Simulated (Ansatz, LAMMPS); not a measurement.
# Static equation of state of glassy 75Sc2O3-25SiO2 (mol %) (72 atoms)

Density of this cell: 3.42 g/cm³. The cell holds 72 atoms: 24 Sc, 4 Si and 44 O. Cell: a = 9.921 Å, b = 9.578 Å, c = 9.681 Å, α = 88.7°, β = 92.0°, γ = 90.9°. The starting structure: 72 atoms (24 Sc, 4 Si, 44 O) placed at random at 3.36 g/cm³, melted at 4000 K for 10 ps at fixed volume with the Morse and Coulomb pair potential with partial charges (Pedone, Malavasi, Menziani, Cormack and Segre, J. Phys. Chem. B 110, 11780 (2006)). Quenched from 4000 K to 300 K at 20 K/ps and fixed volume, held 10 ps at zero pressure.

Calculated with Ansatz 0.2.0: Kohn-Sham DFT, PBE, PAW (set soft_1), plane waves; cutoff 420 eV, Γ point, fermi-dirac smearing of 0.05 eV. Cell and atoms were relaxed first, to V0 = 12.764 Å³ an atom at a residual P0 = -0.001 GPa. The cell was then scaled evenly, and the atoms were relaxed at each volume.

| volume (Å³/atom) | pressure (GPa) |
| --- | --- |
| 11.488 | 10.12 |
| 11.998 | ? |
| 12.381 | 2.897 |
| 13.147 | -2.633 |
| 13.530 | -4.921 |

**Question.** Fit the third-order Birch–Murnaghan equation to the rows given and interpolate to the withheld row.

**Working.**

Take the Eulerian strain f = ½[(V0/V)^(2/3) − 1] and the normalised pressure F = (P − P0) / [3f(1 + 2f)^(5/2)]. The third-order Birch–Murnaghan equation is then the line F = B0 + (3/2)B0(B′ − 4) f, so u = f and v = F.

| u = f | v = F (GPa) |
| --- | --- |
| 0.0363829 | 77.8116 |
| 0.0102569 | 89.5242 |
| -0.00975642 | 94.4629 |
| -0.0190506 | 94.8652 |

With n = 4: mean u = 0.00445818, mean v = 89.1660, Σ(u − ū)² = 0.0018075, Σ(u − ū)(v − v̄) = -0.56968. Slope b = -0.56968 / 0.0018075 = -315.17; intercept a = v̄ − b ū = 90.571.

So B0 = a = 90.6 GPa and B′ = 4 + 2b/(3a) = 1.68. At the withheld volume f = 0.02106, F = a + b f = 83.93 GPa, and P = P0 + 3f(1 + 2f)^(5/2) F.

Prediction at 11.998: 5.877 GPa. The run gave 5.220 GPa, so the fit is high by 0.66 GPa (13 % of the value).

The series isn't one smooth equation of state: even a line fitted to all rows, the withheld one included, misses F by up to 9.0 %, the count of bonds changes along the series and an atom moves over 0.5 Å in some relaxation. B0 and B′ are then only the numbers of this fit, not moduli of the material. Among the rows given, the largest miss of the fit is at 11.488, by 0.17 GPa (1.1 % of the range of the table).

Limits: Static cells at zero temperature; the cell shape is held. The program notes that the SCF threshold of these relaxations is loose for the stress. The quench rate of 20 K/ps is many orders above laboratory rates, so the cell is likely richer in defects and strain than a real sample. The network of bonds at the start is that of the classical potential that made the cell, and needn't be the one that DFT or experiment would give. Only the Γ point is sampled, in a cell whose shortest periodic width is 10 Å.

[Hosts, paths, dates, database ids (printed as entryN), source tags and the programs' standing remarks are cut or masked in the printed files.]
